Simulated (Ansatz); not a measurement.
# S on Ti(0001): change of the work function, part 4 of 4

Wanted: Δφ(θ) for S/Ti(0001), starting from the fcc site.

Ansatz 0.2.0; plane-wave DFT, PBE, Ansatz PAW.

So far, work function, upper face (eV): step 2 (the clean slab) 4.37; step 3 (37 atoms, coverage 0.111 ML, cell 3x3) 4.50; step 4 (17 atoms, coverage 0.25 ML, cell 2x2) 4.72.

## 5. Adsorbate added, k-mesh 6×6×1, coverage 0.5 ML (continued)

The density of states has structure finer than the step of the table below, so its rows give means over 0.2 eV. Peaks (eV: height): -3.19: 33.8, -0.75: 48.1, -0.66: 63.5, 0.12: 39.3, 0.36: 37.4, 0.48: 43.7, 0.81: 46.4.

The density of states by energy, zero at the Fermi level; means over each step:

energy (eV), density of states (states/eV a cell) and a bar:
```
     -5.8        0.0 
     -5.6        0.9 #
     -5.4        1.1 #
     -5.2        1.3 #
     -5.0        3.6 ###
     -4.8        3.7 ###
     -4.6        4.7 ####
     -4.4        5.0 ####
     -4.2        4.7 ####
     -4.0        7.1 ######
     -3.8        7.3 ######
     -3.6       10.0 #########
     -3.4        5.8 #####
     -3.2       13.0 ###########
     -3.0        9.3 ########
     -2.8       11.1 ##########
     -2.6       10.0 #########
     -2.4        7.8 #######
     -2.2       18.2 ################
     -2.0       13.2 ###########
     -1.8       20.4 ##################
     -1.6       20.8 ##################
     -1.4       19.9 #################
     -1.2       22.0 ###################
     -1.0       23.2 ####################
     -0.8       26.3 #######################
     -0.6       32.9 #############################
     -0.4       24.0 #####################
     -0.2       19.6 #################
      0.0       29.3 #########################
      0.2       32.6 ############################
      0.4       34.7 ##############################
      0.6       27.8 ########################
```

The relaxation took 6 steps and lowered the energy by 1.6 eV; the largest force on the free atoms ends at 0.011 eV/Å.

The covered face has 5.24 eV, +0.86 eV against the clean one; the bare back face has moved by -0.01 eV, a measure of how thin the slab is.

## 6. The covered slab, k-mesh 12×12×1, coverage 1 ML

System of this step: S/Ti(0001). The cell holds 5 atoms: 4 Ti and 1 S. Cell: a = 2.950 Å, b = 2.950 Å, c = 27.054 Å, α = 90.0°, β = 90.0°, γ = 60.0°. Vacuum lies along c.

Another coverage, to see how the dipoles act on each other as their distance changes.

File input.yaml:

```yaml
crystal:
  lattice:
    - [2.95, 0.0, 0.0]
    - [1.475, 2.5547749412, 0.0]
    - [0.0, 0.0, 27.0541961446]
  atoms:
    - { symbol: Ti, position: [0.6666666667, 0.6666666667, 0.3326655855] }
    - { symbol: Ti, position: [0.0, 0.0, 0.4192436522] }
    - { symbol: Ti, position: [0.6666666667, 0.6666666667, 0.5083353332] }
    - { symbol: Ti, position: [0.0, 0.0, 0.5884957215] }
    - { symbol: S, position: [0.3333333333, 0.3333333333, 0.6673344145] }
kpoints:
  mp_grid: { grid: [12, 12, 1] }
hamiltonian:
  xc: pbe
scf:
  occupations: { method: fermi_dirac, width: 0.1 }
  convergence: { dr2_threshold: 1.0e-08 }
efield:
  axis: 3
  dipole_correction: true
  ramp_position: 0.97
  ramp_width: 0.06
relax:
  f_tol: 0.02
  max_steps: 60
  constraints: [{ sites: [0, 1] }]
output:
  write_potential: true
  write_density: true
  volumetric_format: npy
```

On the command line:

```console
ansatz run input.yaml --threads 4 --pin off --max-ram 16384MiB --backend cpu --events-out ev --progress --plain --runs-dir out
```

The log of the run:

```text
[...]
Crystal: 5 atoms, lattice volume = 203.896 Å³
Basis set: ecut = 420 eV, 3919 PW (Γ), exchange–correlation on 40×40×384 points (8 copies of the dense FFT grid, shifted against one another)
Bands: 33, of which v1, the nominal top of the filled ones, is band 27 counted from 1 (26 counted from 0)
Symmetry: 6 space group operations
[...]
F+E_penalty+E_count = -10900.98993221 eV   max|allowed force component| = 7.569e-3 eV/Å
  atoms:
    - { symbol: Ti, position: [0.666667, 0.666667, 0.332666] }
    - { symbol: Ti, position: [-1.850372e-17, -1.850372e-17, 0.419244] }
    - { symbol: Ti, position: [0.666667, 0.666667, 0.506672] }
    - { symbol: Ti, position: [-1.384447e-17, -1.850372e-17, 0.592459] }
    - { symbol: S, position: [0.333333, 0.333333, 0.652005] }
[key lines of the parts left out:]
SCF converged after 8 iterations
Free energy (F): -10900.989932 eV
Fermi energy:    2.189402 eV
Dipole field:    D = -0.053405 V/Å  (p = -0.060177 e·Å, saw-weighted, corrected)
Work function:   Φ+ = 5.8640 eV   Φ− = 4.4192 eV
```

It took 28 s on 4 threads of Arm Neoverse N1, shared host; peak memory 0.51 GiB.

The steps of the relaxation:

| step | energy less that of the first step (eV) | largest force component (eV/Å) |
| --- | --- | --- |
| 1 | 0.0000 | 2.5004 |
| 2 | -0.5744 | 0.7745 |
| 3 | -0.6310 | 0.2559 |
| 4 | -0.6383 | 0.0594 |
| 5 | -0.6385 | 0.0076 |

Forces are held to the 6 operations that the program found; a distortion that breaks them can't arise in this run.

The atoms that moved most (Å):

| atom | dx | dy | dz | length |
| --- | --- | --- | --- | --- |
| S5 | 0.000 | 0.000 | -0.415 | 0.415 |
| Ti4 | 0.000 | 0.000 | 0.107 | 0.107 |
| Ti3 | 0.000 | 0.000 | -0.045 | 0.045 |

The relaxed structure:

```xyz
5
Lattice="2.9500 0.0000 0.0000 1.4750 2.5548 0.0000 0.0000 0.0000 27.0542" Properties=species:S:1:pos:R:3
Ti    2.9500    1.7032    9.0000
Ti    0.0000    0.0000   11.3423
Ti    2.9500    1.7032   13.7076
Ti    0.0000    0.0000   16.0285
S     1.4750    0.8516   17.6395
```

Running mean over 2.342 Å of the planar mean; the ramp of the sawtooth is left out. The electron's electrostatic potential energy less the Fermi level by z:

| z (Å) | electron's electrostatic potential energy less the Fermi level (eV) |
| --- | --- |
| 3.5 | 4.42 |
| 4.0 | 4.42 |
| 4.5 | 4.41 |
| 5.0 | 4.40 |
| 5.5 | 4.36 |
| 6.0 | 4.23 |
| 6.5 | 3.88 |
| 7.0 | 2.88 |
| 7.5 | 0.376 |
| 8.0 | -3.14 |
| 8.5 | -5.87 |
| 9.0 | -6.74 |
| 9.5 | -6.70 |
| 10.0 | -6.58 |
| 10.5 | -6.55 |
| 11.0 | -6.58 |
| 11.5 | -6.60 |
| 12.0 | -6.56 |
| 12.5 | -6.50 |
| 13.0 | -6.49 |
| 13.5 | -6.51 |
| 14.0 | -6.51 |
| 14.5 | -6.55 |
| 15.0 | -6.56 |
| 15.5 | -6.56 |
| 16.0 | -7.32 |
| 16.5 | -8.85 |
| 17.0 | -8.58 |
| 17.5 | -5.95 |
| 18.0 | -3.24 |
| 18.5 | -0.615 |
| 19.0 | 2.56 |
| 19.5 | 4.96 |
| 20.0 | 5.69 |
| 20.5 | 5.83 |
| 21.0 | 5.86 |
| 21.5 | 5.86 |
| 22.0 | 5.86 |
| 22.5 | 5.86 |
| 23.0 | 5.86 |
| 23.5 | 5.86 |

The relaxation took 5 steps and lowered the energy by 0.64 eV; the largest force on the free atoms ends at 0.0076 eV/Å.

The covered face has 5.86 eV, +1.49 eV against the clean one; the bare back face has moved by -0.00 eV, a measure of how thin the slab is.

## 7. Work function against coverage

This step: plane-wave DFT, PBE, Ansatz PAW; work function against coverage (Ansatz 0.2.0).

The runs are now put side by side.

This step gave:

```yaml
work_function_of_the_clean_face: 4.373 eV
largest_change_of_the_work_function: 1.491 eV
```

Work function of the covered face against coverage:

| coverage (adsorbates/nm²) | work function of the covered face (eV) |
| --- | --- |
| 0.00 | 4.37 |
| 1.47 | 4.50 |
| 3.32 | 4.72 |
| 6.63 | 5.24 |
| 13.27 | 5.86 |

The dipole per adsorbate comes from the change of the cell's dipole. Coverage, by row:

| coverage (1/nm²) | coverage (ML) | work function (eV) | change (eV) | dipole per adsorbate, positive end outwards (debye) | mean height of the added atoms over the highest substrate atom (Å) |
| --- | --- | --- | --- | --- | --- |
| 1.474 | 0.1111 | 4.501 | 0.1285 | -0.241 | 1.63 |
| 3.317 | 0.25 | 4.72 | 0.3475 | -0.287 | 1.652 |
| 6.634 | 0.5 | 5.236 | 0.8627 | -0.35 | 1.616 |
| 13.27 | 1 | 5.864 | 1.491 | -0.299 | 1.611 |

## 8. What came out

| Item | Value |
| --- | --- |
| work function of the clean face | 4.37 eV |
| work function at 0.11 ML | 4.50 eV |
| work function at 0.25 ML | 4.72 eV |
| work function at 0.5 ML | 5.24 eV |
| work function at 1 ML | 5.86 eV |
| dipole per adsorbate at 0.11 ML, positive end outwards | -0.24 D |

In words: At the lowest coverage S changes the work function of Ti(0001) by under 0.15 eV, within the error of so thin a slab; the largest change, +1.49 eV, comes at higher coverage. At the highest coverage the adsorbates are pressed to about 3.0 Å, closer than unbonded atoms of this kind usually come, so a real layer may not reach it. The slab has 4 layers, at the tabulated experimental lattice constant, one starting site was run, and quantum-size effects of a slab this thin can reach one or two tenths of an eV.

[Long decimals in the printed logs are rounded to 6 places.]

[Logs are printed without paths, hosts, clocks, repeated set-up lines and the standing remarks that a program may print on its own settings, such as how far it seeks lower states.]

[Hosts, paths, dates, database ids (printed as entryN), source tags and the programs' standing remarks are cut or masked in the printed files.]

[Maps of the electrostatic potential energy from Ansatz leave out the sawtooth potential of an applied field or a dipole correction, so their vacuum need not be flat; planar profiles and work functions include it.]

[The density of states shown here was stored with 400 of the rows of the run's finer table, so its peaks can read low, often by over a quarter, or be missed, and its means over a window can be off by a tenth or more.]
